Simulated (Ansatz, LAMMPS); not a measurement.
## Liquid gamma-butyrolactone at 300 K (120 atoms): a short ab initio trajectory

Wanted: a short trajectory of liquid gamma-butyrolactone at 300 K (120 atoms) with its pair distributions.

Calculated with Ansatz 0.2.0; Kohn-Sham DFT, PBE+D4, PAW (set soft_2), plane waves.

**1. The starting structure**

The cell holds 120 atoms: 20 O, 40 C and 60 H. Cell: a = 10.815 Å, b = 10.815 Å, c = 10.815 Å, α = 90.0°, β = 90.0°, γ = 90.0°. 10 gamma-butyrolactone placed at random, at 1.13 g/cm³; overlaps pushed apart, then 10 ps at 450 K with MMFF94 bonds, angles, torsions, charges and radii (Halgren, J. Comput. Chem. 17, 490 (1996)) in harmonic and 12-6 forms. Snapshot after 20 ps at 300 K and fixed volume.

What the set-up can't give: The network of contacts between molecules at the start is that of the classical potential that made the cell. The density was typed from a rule of thumb and may lie off the real one at this temperature. Only the Γ point is sampled, in a cell whose shortest periodic width is 11 Å.

**2. Single point at the start**

The forces at the start show how far the geometry lies from a minimum of this functional.

The input, input.yaml:

```yaml
crystal:
  lattice:
    - [10.81536, 0.0, 0.0]
    - [0.0, 10.81536, 0.0]
    - [0.0, 0.0, 10.81536]
  atoms:
    - { symbol: O, position: [0.20671, 0.58363, 0.93945] }
    - { symbol: C, position: [0.12381, 0.55707, 0.86745] }
    - { symbol: C, position: [0.13206, 0.45204, 0.77223] }
    - { symbol: C, position: [0.99322, 0.42204, 0.75788] }
    [... 110 atom lines left out ...]
    - { symbol: H, position: [0.01991, 0.33381, 0.30407] }
    - { symbol: H, position: [0.99168, 0.39595, 0.45708] }
    - { symbol: H, position: [0.92742, 0.14294, 0.34176] }
    - { symbol: H, position: [0.96138, 0.17494, 0.49024] }
    - { symbol: H, position: [0.78024, 0.23884, 0.54803] }
    - { symbol: H, position: [0.72914, 0.14962, 0.41294] }
kpoints:
  mp_grid: { grid: [1, 1, 1] }
hamiltonian:
  xc: pbe
  dispersion: d4
scf:
  occupations: { method: fixed }
output:
  forces: true
```

On the command line:

```bash
ansatz run input.yaml --threads 4 --pin off --max-ram 8192MiB --backend cpu --events-out ev --progress --plain --runs-dir out
```

Wall time 16 s (4 threads of Arm Neoverse N1, shared host); peak memory 1.3 GiB; 62 s of CPU time.

Numbers from this run:

| Item | Value |
| --- | --- |
| free energy | -22338.4309 eV |
| free energy per atom | -186.1536 eV/atom |
| SCF cycles | 10 |
| r.m.s. force component | 0.96 eV/Å |
| longest force | 3.901 eV/Å |
| Fermi energy | -0.7588 eV |

The r.m.s. force component of 0.96 eV/Å sets the starting point.

Neighbours are counted within 1.34 Å (H-C), 1.85 Å (C-C), 1.73 Å (C-O).

Length of the force by element and coordination:

| element | coordination | atoms | mean length of the force (eV/Å) | spread | least | most |
| --- | --- | --- | --- | --- | --- | --- |
| C | all | 40 | 2.02 | 0.990 | 0.254 | 3.90 |
| C | 3 | 10 | 2.24 | 1.04 | 0.294 | 3.90 |
| C | 4 | 30 | 1.95 | 0.962 | 0.254 | 3.70 |
| H | all | 60 | 0.855 | 0.422 | 0.328 | 2.74 |
| O | all | 20 | 1.76 | 0.784 | 0.642 | 3.59 |
| O | 1 | 10 | 1.42 | 0.597 | 0.642 | 2.66 |
| O | 2 | 10 | 2.10 | 0.806 | 0.643 | 3.59 |

**3. Dynamics started at 300 K**

Without a thermostat the total energy must stay constant, which tests forces and time step. The time step is 0.5 fs, short enough for the stretching of bonds to hydrogen.

Changes to input.yaml since step 2:

```diff
@@ -16 +16,8 @@
   forces: true
+md:
+  timestep: 0.5
+  n_steps: 480
+  ensemble: nve
+  temperature: 300
+  initial_velocities: maxwell_boltzmann
+  seed: 8000
```

The job ended after 77 min (4 threads; peak memory 1.3 GiB).

The run stopped at its limit before the end that the input asks for; the steps made so far are sound.

The trajectory, sampled:

| time (fs) | T (K) | potential (meV/atom) | conserved (meV/atom) |
| --- | --- | --- | --- |
| 0.0 | 300 | 0.0 | 0.00 |
| 13.5 | 318 | -2.3 | 0.04 |
| 27.0 | 359 | -7.6 | 0.00 |
| 40.0 | 337 | -4.8 | 0.01 |
| 53.5 | 327 | -3.5 | 0.01 |
| 67.0 | 374 | -9.5 | 0.01 |
| 80.5 | 323 | -2.9 | 0.02 |
| 94.0 | 330 | -3.9 | 0.02 |
| 107.0 | 351 | -6.6 | 0.00 |
| 120.5 | 400 | -12.9 | -0.02 |
| 134.0 | 316 | -2.1 | 0.02 |
| 147.5 | 326 | -3.3 | 0.01 |
| 161.0 | 364 | -8.2 | 0.02 |
| 174.0 | 382 | -10.5 | -0.01 |
| 187.5 | 368 | -8.7 | 0.01 |
| 201.0 | 359 | -7.6 | 0.00 |

Mean square displacement from the first frame to the last: O 0.53 Å², C 0.53 Å², H 1.3 Å².

The mean square displacement by time lag:

| time lag (fs) | C (Å²) | H (Å²) | O (Å²) |
| --- | --- | --- | --- |
| 0.5 | 2.0e-5 | 1.9e-4 | 1.7e-5 |
| 4.5 | 0.00156 | 0.0125 | 0.00137 |
| 8.5 | 0.00489 | 0.0318 | 0.00454 |
| 13.0 | 0.00955 | 0.0533 | 0.00954 |
| 17.0 | 0.0136 | 0.0666 | 0.0146 |
| 21.0 | 0.0172 | 0.0706 | 0.0199 |
| 25.5 | 0.0213 | 0.0807 | 0.0259 |
| 29.5 | 0.0251 | 0.0957 | 0.0314 |
| 33.5 | 0.0295 | 0.114 | 0.0372 |
| 38.0 | 0.0355 | 0.140 | 0.0443 |
| 42.0 | 0.0416 | 0.157 | 0.0512 |
| 46.0 | 0.0483 | 0.175 | 0.0586 |
| 50.5 | 0.0562 | 0.200 | 0.0674 |
| 54.5 | 0.0634 | 0.223 | 0.0754 |
| 58.5 | 0.0711 | 0.250 | 0.0838 |
| 63.0 | 0.0804 | 0.279 | 0.0939 |
| 67.0 | 0.0894 | 0.301 | 0.103 |
| 71.0 | 0.0991 | 0.327 | 0.114 |
| 75.5 | 0.111 | 0.356 | 0.126 |
| 79.5 | 0.122 | 0.385 | 0.138 |
| 83.5 | 0.133 | 0.418 | 0.151 |
| 88.0 | 0.146 | 0.452 | 0.165 |
| 92.0 | 0.158 | 0.485 | 0.178 |
| 96.0 | 0.169 | 0.516 | 0.190 |
| 100.5 | 0.181 | 0.547 | 0.204 |

The drift taken off is the plain mean over atoms, not the centre of mass, so with hydrogen in the cell the heavy atoms' values at short lags are too large.

Over the second half of 201 fs the temperature averages 352 K with swings of 23 K r.m.s. The conserved energy stays within 0.04 meV/atom. From first frame to last H has the largest mean square displacement, 1.3 Å² at the end; the farthest move is 2.38 Å. The mean temperature of 352 K lies well off the 300 K of the input: without a thermostat, the energy that the start releases heats the cell. The run spans 0.20 ps, too short for its means to be equilibrium values.

**4. Local order late in the run**

The g(r) is a mean over the second half; what follows it is taken at the last frame.

Bonds before and after, by the cutoffs listed below:

| pair | bonds before | bonds after | mean before (Å) | mean after (Å) | spread before (Å) | spread after (Å) |
| --- | --- | --- | --- | --- | --- | --- |
| H-C | 60 | 60 | 1.098 | 1.103 | 0.024 | 0.028 |
| C-C | 30 | 30 | 1.492 | 1.538 | 0.029 | 0.046 |
| C-O | 30 | 30 | 1.337 | 1.350 | 0.086 | 0.126 |

Density 1.13 g/cm³, 10.54 Å³ an atom.

Mean of 14 frames. Pair distribution functions g(r), in bins of 0.2 Å:

| r (Å) | total | H-H | H-C | H-O | C-C | C-O | O-O |
| --- | --- | --- | --- | --- | --- | --- | --- |
| 1.00 | 1.88 | 0.00 | 5.65 | 0.00 | 0.00 | 0.00 | 0.00 |
| 1.20 | 2.08 | 0.00 | 4.79 | 0.00 | 0.00 | 4.37 | 0.00 |
| 1.40 | 0.85 | 0.00 | 0.00 | 0.00 | 2.07 | 5.59 | 0.00 |
| 1.60 | 0.80 | 0.27 | 0.00 | 0.00 | 6.02 | 0.62 | 0.00 |
| 1.80 | 0.60 | 2.40 | 0.00 | 0.00 | 0.00 | 0.00 | 0.00 |
| 2.00 | 0.45 | 0.23 | 0.51 | 1.36 | 0.00 | 0.00 | 0.00 |
| 2.20 | 1.71 | 0.71 | 3.66 | 0.85 | 0.46 | 0.09 | 4.10 |
| 2.40 | 1.24 | 1.54 | 0.26 | 0.67 | 2.87 | 2.84 | 0.88 |
| 2.60 | 0.56 | 1.03 | 0.24 | 1.12 | 0.03 | 0.33 | 0.00 |
| 2.80 | 0.80 | 1.01 | 0.73 | 1.79 | 0.00 | 0.01 | 0.00 |
| 3.00 | 0.99 | 1.33 | 1.01 | 1.75 | 0.00 | 0.17 | 0.17 |
| 3.20 | 0.93 | 0.89 | 1.09 | 1.47 | 0.02 | 0.65 | 0.84 |
| 3.40 | 0.96 | 0.76 | 1.08 | 1.09 | 0.30 | 1.59 | 0.83 |
| 3.60 | 0.85 | 0.70 | 0.81 | 0.77 | 0.62 | 1.76 | 0.45 |
| 3.80 | 0.91 | 0.85 | 0.90 | 1.00 | 0.79 | 1.08 | 0.61 |
| 4.00 | 0.96 | 1.04 | 0.84 | 1.19 | 0.89 | 0.90 | 0.68 |
| 4.20 | 0.93 | 0.82 | 0.86 | 1.20 | 0.98 | 0.96 | 0.77 |
| 4.40 | 0.93 | 0.81 | 0.87 | 1.05 | 1.19 | 0.94 | 0.86 |
| 4.60 | 0.94 | 0.90 | 0.91 | 0.95 | 1.14 | 0.95 | 0.98 |
| 4.80 | 1.06 | 0.98 | 1.06 | 1.02 | 1.17 | 1.13 | 1.23 |
| 5.00 | 1.06 | 1.02 | 1.10 | 0.99 | 1.15 | 0.98 | 1.35 |
| 5.20 | 1.02 | 1.04 | 1.04 | 0.85 | 1.19 | 0.96 | 0.98 |

Bonds by pair of elements; cutoffs follow the first minimum of g(r), held within bounds set by covalent radii, and pairs that aren't listed don't count as bonded:

| pair A-B | cutoff (Å) | bonds | mean length (Å) | spread (Å) | shortest (Å) | B about A | A about B |
| --- | --- | --- | --- | --- | --- | --- | --- |
| H-C | 1.34 | 60 | 1.10 | 0.028 | 1.05 | 1 | 1.5 |
| C-C | 1.85 | 30 | 1.54 | 0.046 | 1.45 | 1.5 | 1.5 |
| C-O | 1.73 | 30 | 1.35 | 0.126 | 1.19 | 0.75 | 1.5 |

How many atoms have how many bonded neighbours:

| element | mean | 1 | 2 | 3 | 4 |
| --- | --- | --- | --- | --- | --- |
| C | 3.75 | 0 | 0 | 10 | 30 |
| H | 1 | 60 | 0 | 0 | 0 |
| O | 1.5 | 10 | 10 | 0 | 0 |

Bond angles, per cent of each kind in bins of 5°:

| angle (°) | C-C-H | H-C-H | C-C-O | H-C-O | C-C-C |
| --- | --- | --- | --- | --- | --- |
| 95–100 | 0.0 | 6.7 | 3.3 | 5.0 | 15.0 |
| 100–105 | 6.0 | 10.0 | 20.0 | 30.0 | 60.0 |
| 105–110 | 32.0 | 53.3 | 16.7 | 50.0 | 25.0 |
| 110–115 | 38.0 | 20.0 | 23.3 | 10.0 | 0.0 |
| 115–120 | 19.0 | 10.0 | 3.3 | 5.0 | 0.0 |
| 120–125 | 5.0 | 0.0 | 16.7 | 0.0 | 0.0 |
| 125–130 | 0.0 | 0.0 | 16.7 | 0.0 | 0.0 |

Bond angles (no mean is given where the spread exceeds 20°):

| angle | count | mean (°) | spread (°) |
| --- | --- | --- | --- |
| C-C-H | 100 | 112 | 4.8 |
| H-C-H | 30 | 108 | 4.4 |
| C-C-O | 30 | 114 | 9.2 |
| H-C-O | 20 | 107 | 3.7 |
| C-C-C | 20 | 103 | 2.9 |

Bond length by coordination (bonds to H left out):

| element | coordination | atoms | mean bond length (Å) |
| --- | --- | --- | --- |
| C | 3 | 10 | 1.35 |
| C | 4 | 30 | 1.54 |
| O | 1 | 10 | 1.21 |
| O | 2 | 10 | 1.42 |

Rings of the network by King's shortest-path rule, up to 12 atoms, one path for each pair of neighbours; H, halogens, alkali and alkaline-earth atoms are left out, and the last column divides by all other atoms, bonded or not:

| ring size (atoms) | rings | per network atom |
| --- | --- | --- |
| 5 | 10 | 0.167 |

Counting bonds as in the table, 75 % of C atoms have 4, all H atoms have 1 and 50 % of O atoms have 1 and as many 2 bonded neighbours. The C-C-H angle averages 112° with a spread of 5°. All rings counted have 5 atoms.

**5. What came out**

```json
{
  "mean temperature, second half": "352.1 K",
  "temperature swing, second half": "23.34 K",
  "slope of the conserved energy against time, by least squares": "0.0049 meV/atom/ps",
  "wall time of the 2 DFT runs": "77 min"
}
```

Over the second half of 201 fs the temperature averages 352 K with swings of 23 K r.m.s. The conserved energy stays within 0.04 meV/atom. The mean temperature of 352 K lies well off the 300 K of the input: without a thermostat, the energy that the start releases heats the cell. The run spans 0.20 ps, too short for its means to be equilibrium values. Counting bonds as in the table, 75 % of C atoms have 4, all H atoms have 1 and 50 % of O atoms have 1 and as many 2 bonded neighbours.

**Limits.** The force components of 0.96 eV/Å r.m.s. hold both thermal displacement and the mismatch between the potential that made the cell and DFT, above all in bond lengths inside molecules. The network of contacts between molecules at the start is that of the classical potential that made the cell; DFT moved the atoms only locally, and no bond changed.

[Logs are printed without paths, hosts, clocks, repeated set-up lines and the standing remarks that a program may print on its own settings, such as how far it seeks lower states.]

[Hosts, paths, dates, database ids (printed as entryN), source tags and the programs' standing remarks are cut or masked in the printed files.]

[The MMFF94 radii named for the starting cell were scaled by 0.96; in molecules described by MMFF94, hydrogen bound to N, O or S took a small fixed 12-6 site in their place.]
